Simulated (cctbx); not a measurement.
# Which space group?

Cell: a = 9.2490 Å, b = 9.2490 Å, c = 9.2490 Å, α = 90.00°, β = 90.00°, γ = 90.00°. Expected content of the cell: Sm12 Ru24 Zn8.

Simulated single-crystal data (cctbx): Mo Kα, λ = 0.71073 Å, to d = 0.65 Å, 70 % of the full sphere, strongest reflection 40000 counts, noise from counting, a 2 % proportional error and a noise floor of 4 counts (s.d.); no absorption.

Tests on the unmerged data give:

```text
8564 reflections to d = 0.651 A
centring   violations  <I/sigma> of those
    A       1702 of  4287      7.6
    B       1728 of  4308      7.6
    C       1752 of  4343      7.6
    I          0 of  4265      0.0
    R       2344 of  5703      7.4
    F       2591 of  6469      7.6
Laue class    unique    Rint  (classes that these axes allow; Friedel mates merged)
I 1 2/m 1        1579   0.023
I 1 1 2/m        1569   0.023
I 2/m 1 1        1569   0.023
I m m m           875   0.025
I 4/m             801   0.026
I 4/m m m         474   0.027
I m -3            297   0.028
I m -3 m          181   0.029
space group    extra absences  I>4sigma  <I/sigma>
I 4 3 2                 0          0         -  acentric
I -4 3 m                0          0         -  acentric
I m -3 m                0          0         -  centric
Wilson B = 1.31 A^2   <|E^2-1|> = 0.842 (0.968 centric, 0.736 acentric)   E^2>4: 2.2 %
shell (A)         n   <I/sigma>
 6.54 - 1.30     31     92.2
 1.30 - 1.03     23     81.9
 1.03 - 0.90     22     88.6
 0.90 - 0.82     21     74.8
 0.82 - 0.76     22     58.8
 0.76 - 0.72     21     69.5
 0.72 - 0.68     19     53.1
 0.68 - 0.65     22     48.9
```

**Question.** What are the lattice type, the Laue class and the likely space group?

The reflections that I centring forbids are absent (⟨I/σ⟩ near 0), so the lattice is I.

Rint stays low (0.023 to 0.029) up to I m -3 m, the highest class in these axes.

3 settings pass the absence test. No glide or screw absences show, which leaves I 4 3 2, I -4 3 m and I m -3 m.

⟨|E²−1|⟩ = 0.842 lies between the two ideal values. The Wilson B of 1.31 Å² means U ≈ 0.0166 Å².

The true group is Im-3m (no. 229), Laue class m-3m, centrosymmetric. The tables only narrow the choice to the tied entries; cell content, site symmetry and trial solutions must settle it.

The model was made for the exercise: a known structure type with other elements put in, its volume estimated, not relaxed; displacement parameters are assumed.

[Logs are printed without paths, hosts, clocks, repeated set-up lines and the standing remarks that a program may print on its own settings, such as how far it seeks lower states.]
